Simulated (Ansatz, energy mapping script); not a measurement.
# Spin model of NiO from collinear orders, part 3 of 3

How strongly do the moments of NiO couple under PBE+U (6 eV)? The plan is to run several orders and fit a Heisenberg model.

PBE with U = 6 eV on Ni d, ortho-atomic projectors; plane waves, U on orthogonalised atomic orbitals unless named otherwise, collinear spin, no spin–orbit coupling.

So far. Step 9 (Order 5: parallel, cell C of 6 atoms): The run ends ferromagnetic. For each magnetic atom its energy differs from the parallel run of the first cell by 0.11 meV, an error that one common reference would have brought in. Step 10 (Order 6: uncompensated ++−, cell C of 6 atoms): The run ends ferrimagnetic, 75.00 meV a magnetic atom below the parallel order of its cell.

## (11) Parallel start in cell D (6 atoms)

The parallel order again, as the reference for this cell.

This run holds the same structure in another cell (c 7.226 → 6.596 Å, α 90.0 → 102.9°, β 90.0 → 102.9°, γ 120.0 → 90.0°).

input.yaml

```yaml
crystal:
  lattice:
    - [0.0, 2.085901641, 2.085901641]
    - [0.0, 2.085901641, -2.085901641]
    - [-6.257704923, -2.085901641, 0.0]
  atoms:
    - { symbol: Ni, position: [0.0, 0.0, 0.0], spin: 2.0 }
    - { symbol: Ni, position: [0.333333333, 0.333333333, 0.666666667], spin: 2.0 }
    - { symbol: Ni, position: [0.666666667, 0.666666667, 0.333333333], spin: 2.0 }
    - { symbol: O, position: [0.833333333, 0.833333333, 0.666666667] }
    - { symbol: O, position: [0.166666667, 0.166666667, 0.333333333] }
    - { symbol: O, position: [0.5, 0.5, 0.0] }
magnetization:
  spin_polarized: true
kpoints:
  mp_grid: { grid: [9, 9, 9] }
hamiltonian:
  xc: pbe
  hubbard:
    sites:
      - { species: Ni, l: d, u_eff: 6.0 }
      - { site: 0, l: d, u_eff: 6.0, starting_ns: [{ spin: up, occupation_matrix: ni1_major }, { spin: down, occupation_matrix: ni1_minor }] }
      - { site: 1, l: d, u_eff: 6.0, starting_ns: [{ spin: up, occupation_matrix: ni1_major }, { spin: down, occupation_matrix: ni1_minor }] }
      - { site: 2, l: d, u_eff: 6.0, starting_ns: [{ spin: up, occupation_matrix: ni1_major }, { spin: down, occupation_matrix: ni1_minor }] }
    projectors: ortho-atomic
    occupation_matrices:
      ni1_major:
        matrix:
          - [0.998, 0.0, 0.0, 0.0, 0.0]
          - [0.0, 0.999, 0.0, 0.0, 0.0]
          - [0.0, 0.0, 0.999, 0.0, 0.0]
          - [0.0, 0.0, 0.0, 0.998, 0.0]
          - [0.0, 0.0, 0.0, 0.0, 0.999]
      ni1_minor:
        matrix:
          - [0.146, 0.0, 0.0, 0.0, 0.0]
          - [0.0, 0.997, 0.0, 0.0, 0.0]
          - [0.0, 0.0, 0.997, 0.0, 0.0]
          - [0.0, 0.0, 0.0, 0.146, 0.0]
          - [0.0, 0.0, 0.0, 0.0, 0.997]
scf:
  occupations: { method: fermi_dirac, width: 0.05 }
output:
  eigenvalues: true
```

Started as:

```
ansatz run input.yaml --threads 4 --pin off --max-ram 8192MiB --backend cpu --events-out ev --progress --plain --runs-dir out
```

Numbers of over 12 decimals in the logs are rounded to 6 here.

Log:

```text
[...]
Crystal: 6 atoms, lattice volume = 54.454 Å³
Basis set: ecut = 420 eV, 1049 PW (Γ)
Bands: 47, of which v1, the nominal top of the filled ones, is band 36 counted from 1 (35 counted from 0)
Symmetry: 48 space group operations
[...]
k-points: 75 of 729
[...]
Starting moments: Σ|m| = 6 μB on 3 of 6 sites
[...]
k-point 1 ↑: bands = [... 32 lower, 11.1739, 11.1739, 11.5859, 11.5859, 11.9843, 12.0346, 12.0346, 16.2749, ... 7 higher]
  k-point 2 ↑: bands = [... 32 lower, 10.9560, 11.1126, 11.7493, 11.7493, 11.8650, 12.0362, 12.0362, 16.7111, ... 7 higher]
  k-point 74 ↓: bands = [... 32 lower, 11.1913, 16.3199, 16.7071, 16.7071, 16.7746, 17.1013, 17.1013, 21.1460, ... 7 higher]
Occupation matrices written to <dir>
[key lines of the parts left out:]
SCF converged after 11 iterations
Magnetization: 6.0000 μB (39.0000 up, 33.0000 down)
Free energy (F): -19213.952279 eV
Fermi energy:    14.919151 eV
```

It took 7.4 s on 4 threads of Arm Neoverse V1, shared host; peak memory 0.58 GiB; 26 s of CPU time.

The run ends ferromagnetic. For each magnetic atom its energy differs from the parallel run of the first cell by -0.03 meV, an error that one common reference would have brought in.

## (12) Uncompensated ++− start in cell D (6 atoms)

This order reverses 5.33 of the 12 neighbours at 2.95 Å, 1.33 of the 6 neighbours at 4.17 Å and 16 of the 24 neighbours at 5.11 Å, counted for an average magnetic atom.

input.yaml, as its differences from that of step 11:

```diff
@@ -8,3 +8,3 @@
     - { symbol: Ni, position: [0.333333333, 0.333333333, 0.666666667], spin: 2.0 }
-    - { symbol: Ni, position: [0.666666667, 0.666666667, 0.333333333], spin: 2.0 }
+    - { symbol: Ni, position: [0.666666667, 0.666666667, 0.333333333], spin: -2.0 }
     - { symbol: O, position: [0.833333333, 0.833333333, 0.666666667] }
@@ -23,3 +23,3 @@
       - { site: 1, l: d, u_eff: 6.0, starting_ns: [{ spin: up, occupation_matrix: ni1_major }, { spin: down, occupation_matrix: ni1_minor }] }
-      - { site: 2, l: d, u_eff: 6.0, starting_ns: [{ spin: up, occupation_matrix: ni1_major }, { spin: down, occupation_matrix: ni1_minor }] }
+      - { site: 2, l: d, u_eff: 6.0, starting_ns: [{ spin: up, occupation_matrix: ni1_minor }, { spin: down, occupation_matrix: ni1_major }] }
     projectors: ortho-atomic
```

Log:

```text
[...]
Crystal: 6 atoms, lattice volume = 54.454 Å³
Basis set: ecut = 420 eV, 1049 PW (Γ)
Bands: 47, of which v1, the nominal top of the filled ones, is band 36 counted from 1 (35 counted from 0)
Symmetry: 16 space group operations
[...]
k-points: 75 of 729
[...]
Starting moments: Σ|m| = 6 μB on 3 of 6 sites
[...]
k-point 1 ↑: bands = [... 32 lower, 11.7475, 11.7475, 12.0620, 12.1684, 12.1684, 16.1731, 16.3859, 16.4532, ... 7 higher]
  k-point 2 ↑: bands = [... 32 lower, 11.8900, 11.9040, 11.9040, 12.1776, 12.1776, 16.1731, 16.4176, 16.8657, ... 7 higher]
  k-point 74 ↓: bands = [... 32 lower, 11.0769, 11.0821, 11.5193, 16.5356, 16.7224, 16.7780, 17.0396, 20.9269, ... 7 higher]
Occupation matrices written to <dir>
[key lines of the parts left out:]
SCF converged after 12 iterations
Magnetization: 2.0000 μB (37.0000 up, 35.0000 down)
Free energy (F): -19214.018032 eV
Fermi energy:    14.981440 eV
```

Elapsed: 7.9 s, on 4 threads; peak memory 0.59 GiB; 30 s of CPU time.

The run ends ferrimagnetic, 21.92 meV a magnetic atom below the parallel order of its cell.

## (13) Run 9 (parallel; cell E, 6 atoms)

A new cell needs its own zero of energy.

This run holds the same structure in another cell (b 2.950 → 4.172 Å, c 6.596 → 5.109 Å, α 102.9 → 114.1°, β 102.9 → 106.8°).

input.yaml

```yaml
crystal:
  lattice:
    - [0.0, -2.085901641, -2.085901641]
    - [-4.171803282, 0.0, 0.0]
    - [2.085901641, 4.171803282, -2.085901641]
  atoms:
    - { symbol: Ni, position: [0.666666667, 0.666666667, 0.333333333], spin: 2.0 }
    - { symbol: Ni, position: [0.333333333, 0.333333333, 0.666666667], spin: 2.0 }
    - { symbol: Ni, position: [0.0, 0.0, 0.0], spin: 2.0 }
    - { symbol: O, position: [0.666666667, 0.166666667, 0.333333333] }
    - { symbol: O, position: [0.333333333, 0.833333333, 0.666666667] }
    - { symbol: O, position: [0.0, 0.5, 0.0] }
magnetization:
  spin_polarized: true
kpoints:
  mp_grid: { grid: [9, 9, 9] }
hamiltonian:
  xc: pbe
  hubbard:
    sites:
      - { species: Ni, l: d, u_eff: 6.0 }
      - { site: 0, l: d, u_eff: 6.0, starting_ns: [{ spin: up, occupation_matrix: ni1_major }, { spin: down, occupation_matrix: ni1_minor }] }
      - { site: 1, l: d, u_eff: 6.0, starting_ns: [{ spin: up, occupation_matrix: ni1_major }, { spin: down, occupation_matrix: ni1_minor }] }
      - { site: 2, l: d, u_eff: 6.0, starting_ns: [{ spin: up, occupation_matrix: ni1_major }, { spin: down, occupation_matrix: ni1_minor }] }
    projectors: ortho-atomic
    occupation_matrices:
      ni1_major:
        matrix:
          - [0.998, 0.0, 0.0, 0.0, 0.0]
          - [0.0, 0.999, 0.0, 0.0, 0.0]
          - [0.0, 0.0, 0.999, 0.0, 0.0]
          - [0.0, 0.0, 0.0, 0.998, 0.0]
          - [0.0, 0.0, 0.0, 0.0, 0.999]
      ni1_minor:
        matrix:
          - [0.146, 0.0, 0.0, 0.0, 0.0]
          - [0.0, 0.997, 0.0, 0.0, 0.0]
          - [0.0, 0.0, 0.997, 0.0, 0.0]
          - [0.0, 0.0, 0.0, 0.146, 0.0]
          - [0.0, 0.0, 0.0, 0.0, 0.997]
scf:
  occupations: { method: fermi_dirac, width: 0.05 }
output:
  eigenvalues: true
```

Log:

```text
[...]
Crystal: 6 atoms, lattice volume = 54.454 Å³
Basis set: ecut = 420 eV, 1045 PW (Γ)
Bands: 47, of which v1, the nominal top of the filled ones, is band 36 counted from 1 (35 counted from 0)
Symmetry: 24 space group operations
[...]
k-points: 125 of 729
[...]
Starting moments: Σ|m| = 6 μB on 3 of 6 sites
[...]
k-point 1 ↑: bands = [... 32 lower, 10.7005, 11.0672, 11.8290, 12.0357, 12.1555, 12.2785, 13.3669, 16.4205, ... 7 higher]
  k-point 2 ↑: bands = [... 32 lower, 10.7025, 11.4005, 11.4036, 11.6395, 12.0376, 12.4775, 13.6715, 17.1607, ... 7 higher]
  k-point 124 ↓: bands = [... 32 lower, 11.4936, 16.8489, 16.8489, 17.5208, 17.5208, 18.1402, 18.1403, 20.3057, ... 7 higher]
Occupation matrices written to <dir>
[key lines of the parts left out:]
SCF converged after 12 iterations
Magnetization: 6.0000 μB (39.0000 up, 33.0000 down)
Free energy (F): -19213.951808 eV
Fermi energy:    14.921151 eV
```

Run time: 14 s. Hardware: 4 threads; peak memory 0.76 GiB.

The run ends ferromagnetic. For each magnetic atom its energy differs from the parallel run of the first cell by 0.13 meV, an error that one common reference would have brought in.

## (14) Order 10: uncompensated ++−, cell E of 6 atoms

This order reverses 6.67 of the 12 neighbours at 2.95 Å, 2.67 of the 6 neighbours at 4.17 Å and 8 of the 24 neighbours at 5.11 Å, counted for an average magnetic atom.

input.yaml, as its differences from that of step 13:

```diff
@@ -8,3 +8,3 @@
     - { symbol: Ni, position: [0.333333333, 0.333333333, 0.666666667], spin: 2.0 }
-    - { symbol: Ni, position: [0.0, 0.0, 0.0], spin: 2.0 }
+    - { symbol: Ni, position: [0.0, 0.0, 0.0], spin: -2.0 }
     - { symbol: O, position: [0.666666667, 0.166666667, 0.333333333] }
@@ -23,3 +23,3 @@
       - { site: 1, l: d, u_eff: 6.0, starting_ns: [{ spin: up, occupation_matrix: ni1_major }, { spin: down, occupation_matrix: ni1_minor }] }
-      - { site: 2, l: d, u_eff: 6.0, starting_ns: [{ spin: up, occupation_matrix: ni1_major }, { spin: down, occupation_matrix: ni1_minor }] }
+      - { site: 2, l: d, u_eff: 6.0, starting_ns: [{ spin: up, occupation_matrix: ni1_minor }, { spin: down, occupation_matrix: ni1_major }] }
     projectors: ortho-atomic
```

Log:

```text
[...]
Crystal: 6 atoms, lattice volume = 54.454 Å³
Basis set: ecut = 420 eV, 1045 PW (Γ)
Bands: 47, of which v1, the nominal top of the filled ones, is band 36 counted from 1 (35 counted from 0)
Symmetry: 8 space group operations
[...]
k-points: 125 of 729
[...]
Starting moments: Σ|m| = 6 μB on 3 of 6 sites
[...]
k-point 1 ↑: bands = [... 32 lower, 11.3756, 11.8980, 12.1227, 12.2478, 12.9268, 16.5018, 16.5591, 17.0911, ... 7 higher]
  k-point 2 ↑: bands = [... 32 lower, 11.4571, 11.6491, 12.1389, 12.2813, 13.0350, 16.5033, 17.1450, 17.2880, ... 7 higher]
  k-point 124 ↓: bands = [... 32 lower, 11.2522, 12.5434, 13.1631, 16.8162, 17.4428, 17.7474, 17.9246, 20.2281, ... 7 higher]
Occupation matrices written to <dir>
[key lines of the parts left out:]
SCF converged after 14 iterations
Magnetization: 2.0000 μB (37.0000 up, 35.0000 down)
Free energy (F): -19214.094912 eV
Fermi energy:    14.935417 eV
```

Elapsed: 16 s, on 4 threads; peak memory 0.77 GiB.

The run ends ferrimagnetic, 47.70 meV a magnetic atom below the parallel order of its cell.

## (15) The fit

Each energy difference is a sum of couplings weighted by the pairs that the order reverses. A few near shells are fitted to the differences by least squares. Energies are those extrapolated to zero occupation width, not the free energies F.

Energies from the parallel order of the same cell:

| order | atoms | energy (meV a magnetic atom) | moments (μB) | moments kept as typed | opposed neighbours at 2.95, 4.17, 5.11 Å |
| --- | --- | --- | --- | --- | --- |
| parallel in cell A | 4 | 0.00 | 1.72 | yes | 0, 0, 0 |
| compensated +− in cell A | 4 | 10.46 | 1.72 | yes | 8, 0, 16 |
| parallel in cell B | 4 | 0.00 | 1.72 | yes | 0, 0, 0 |
| compensated +− in cell B | 4 | -107.66 | 1.66 | yes | 6, 6, 12 |
| parallel in cell C | 6 | 0.00 | 1.72 | yes | 0, 0, 0 |
| uncompensated ++− in cell C | 6 | -75.00 | 1.65 to 1.69 | yes | 4, 4, 12 |
| parallel in cell D | 6 | 0.00 | 1.72 | yes | 0, 0, 0 |
| uncompensated ++− in cell D | 6 | -21.92 | 1.70 to 1.71 | yes | 5.33, 1.33, 16 |
| parallel in cell E | 6 | 0.00 | 1.72 | yes | 0, 0, 0 |
| uncompensated ++− in cell E | 6 | -47.70 | 1.68 to 1.70 | yes | 6.67, 2.67, 8 |

Couplings from the energies, with E = −Σ J e·e over ordered pairs:

```csv
pair,distance (Å),neighbours,J (meV)
Ni–Ni,2.95,12,0.613
Ni–Ni,4.17,6,-9.65
Ni–Ni,5.11,24,0.0254
Ni–Ni,5.90,12,-0.360
```

These orders cannot tell some unfitted shells from fitted ones: the value at 2.95 Å holds J(2.95) + 4 J(7.80) + J(8.85), the value at 5.11 Å holds J(5.11) + J(8.85) and the value at 5.90 Å holds J(5.90) − J(8.85); other unfitted shells add to the values wholly or in part.

Adding the shell at 6.60 Å gives 0.66, -9.6, 0.033, -0.37 and -0.034 meV and a mean-field temperature of 413 K, an exact solve that tests nothing.

In mean field these couplings order at 415 K, at q = (0.50, 0.50, 0.50) in fractions of the conventional cell's reciprocal vectors, and give a Curie–Weiss temperature of -420 K.

## (16) Monte Carlo

Mean field ignores fluctuations and overstates the ordering temperature, so the model is also sampled. The heat capacity peaks where order sets in.

Classical unit spins with these couplings on 8×8×4 copies of a cell that holds the lowest order (512 spins), heat-bath sweeps, cooled from random directions, 831 sweeps to settle and 2493 measured at each temperature, averaged over 4 runs.

| T (K) | order along the lowest pattern | net moment | heat capacity (k_B a spin) |
| --- | --- | --- | --- |
| 49.8 | 0.44 | 0.01 | 0.99 |
| 85.1 | 0.43 | 0.01 | 1.03 |
| 138 | 0.39 | 0.01 | 1.16 |
| 173 | 0.37 | 0.02 | 1.31 |
| 209 | 0.36 | 0.02 | 1.38 |
| 262 | 0.28 | 0.02 | 1.87 |
| 279 | 0.25 | 0.02 | 1.90 |
| 297 | 0.22 | 0.02 | 1.75 |
| 332 | 0.15 | 0.03 | 1.12 |
| 368 | 0.12 | 0.03 | 0.63 |
| 421 | 0.09 | 0.03 | 0.38 |
| 456 | 0.08 | 0.03 | 0.29 |

The smoothed heat capacity peaks at 273 K. The order column follows one pattern alone; equivalent domains or another pattern share the rest.

## (17) Results

- lowest order tried: compensated +− in cell B
- largest fitted value (a combination of shells), Ni–Ni at 4.17 Å: -9.65 meV
- ordering temperature, mean field: 415 K
- heat-capacity peak, Monte Carlo: 273 K

**Reading.** Of the orders tried, NiO prefers the order “compensated +− in cell B” under PBE+U (6 eV), with 6 of 12 neighbours at 2.95 Å, 6 of 6 neighbours at 4.17 Å and 12 of 24 neighbours at 5.11 Å opposed, and the heat capacity of the fitted model peaks near 273 K (Monte Carlo, classical spins). The largest fitted coupling is the Ni–Ni pair at 4.17 Å, antiferromagnetic at -9.7 meV, across a ligand at about 180°. The straight metal–ligand–metal path outweighs the right-angled one, the pattern expected of superexchange through one ligand p orbital, which these runs do not test. The orders also reverse pairs at 6.60 Å, which are not fitted, so the fitted values hold their part too. With 5 differences for 4 couplings the fit misses by 0.41 meV at most, a small part of the spread. In the fitted orders moments change by up to 3.7 % against the parallel run of the same cell, so their size stays put. Monte Carlo puts the peak at 0.66 of the mean-field temperature, since mean field leaves out fluctuations. In tests on simple cubic and body-centred models such peaks lay 5 to 6 % under the bulk value. On cooling, the order along the one computed pattern stays at or under 0.48: the model settles in an equivalent domain, a degenerate mixture or another order. The parallel order holds 2 μB a magnetic atom, spin 1; the common factor (S+1)/S would raise the classical 273 K to 547 K, a correction that often overshoots. The classical value and the one scaled by (S+1)/S differ by a factor of 2, so closeness of either to the measured temperature is partly a matter of convention.

Calculation against experiment:

| quantity | measured | PBE+U (6 eV), Monte Carlo | PBE+U (6 eV), Monte Carlo × (S+1)/S |
| --- | --- | --- | --- |
| ordering temperature (spin model) (K) | 524 | 273 (-47.8 %) | 547 (+4.4 %) |

Measured values from arxiv:cond-mat/0609101 (2006).

**Verdict.** The ordering temperature is off by -47.8 % at PBE+U (6 eV), Monte Carlo: a clear miss. Of the levels listed, nearest comes PBE+U (6 eV), Monte Carlo × (S+1)/S (+4.4 %). A U picked for its result is no test. No cell relaxation is part of this session.

[Logs and program files are shortened in this print: banners, set-up blocks, solver, clock and traceback lines can be left out without a mark of their own.]

[Logs are printed without paths, hosts, clocks, repeated set-up lines and the standing remarks that a program may print on its own settings, such as how far it seeks lower states.]

[Hosts, paths, dates, database ids (printed as entryN), source tags and the programs' standing remarks are cut or masked in the printed files.]

[Where a cell is said to come from a database of computed structures, the database is the Materials Project.]
